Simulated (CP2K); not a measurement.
Two runs for the C K edge of 2-vinyloxazole. Run A: CP2K XAS_TDP, all-electron GAPW, PBEh(45%), aug-cc-pVDZ, TDA, no relativity. Run B differs in one setting.

First lines with a strength over 0.0015. A:

```tsv
atom	energy (eV)	states	strength, one atom
C1 (bonded to C and 2 H)	280.36	1	0.0510
	284.48	1	0.0078
	285.15	1	0.0138
	285.60	1	0.0019
	286.06	1	0.0027
C2 (bonded to 2 C and H)	281.05	1	0.0398
	284.73	1	0.0125
	284.89	1	0.0154
	285.70	1	0.0042
	286.40	1	0.0030
C3 (bonded to C, N and O)	282.95	1	0.0486
	286.63	1	0.0141
	287.22	1	0.0048
	287.50	1	0.0229
	287.66	1	0.0079
C5 (bonded to C, N and H)	282.50	1	0.0517
	283.64	1	0.0044
	285.07	1	0.0103
	285.91	1	0.0016
	286.04	1	0.0019
C6 (bonded to C, O and H)	282.64	1	0.0501
	285.34	1	0.0047
	285.68	1	0.0167
	286.29	1	0.0151
	286.84	1	0.0023
```

B:

```tsv
atom	energy (eV)	states	strength, one atom
C1 (bonded to C and 2 H)	286.31	1	0.0499
	290.42	1	0.0076
	291.09	1	0.0135
	291.55	1	0.0019
	292.01	1	0.0026
C2 (bonded to 2 C and H)	287.04	1	0.0390
	290.72	1	0.0122
	290.88	1	0.0150
	291.69	1	0.0042
	292.39	1	0.0030
C3 (bonded to C, N and O)	288.59	1	0.0477
	292.26	1	0.0138
	292.86	1	0.0047
	293.14	1	0.0224
	293.30	1	0.0078
C5 (bonded to C, N and H)	288.35	1	0.0506
	289.49	1	0.0043
	290.92	1	0.0101
	291.76	1	0.0016
	291.90	1	0.0018
C6 (bonded to C, O and H)	288.39	1	0.0491
	291.09	1	0.0046
	291.43	1	0.0163
	292.04	1	0.0148
	292.59	1	0.0023
```

**Question.** Which was it: GW2X switched on, the functional, the basis, scalar relativity switched on?

GW2X switched on. GW2X shifts an atom's lines together and keeps their spacings. Against PBEh(45%) in aug-cc-pVDZ, the leading lines move by +5.95 eV (C1, to 286.31), +5.99 eV (C2, to 287.04), +5.64 eV (C3, to 288.59), +5.85 eV (C5, to 288.35) and +5.75 eV (C6, to 288.39).

[Banner, clock and machine lines of the logs are left out without a mark of their own.]

[Logs are printed without paths, hosts, clocks, repeated set-up lines and the standing remarks that a program may print on its own settings, such as how far it seeks lower states.]

[Hosts, paths, dates, database ids (printed as entryN), source tags and the programs' standing remarks are cut or masked in the printed files.]
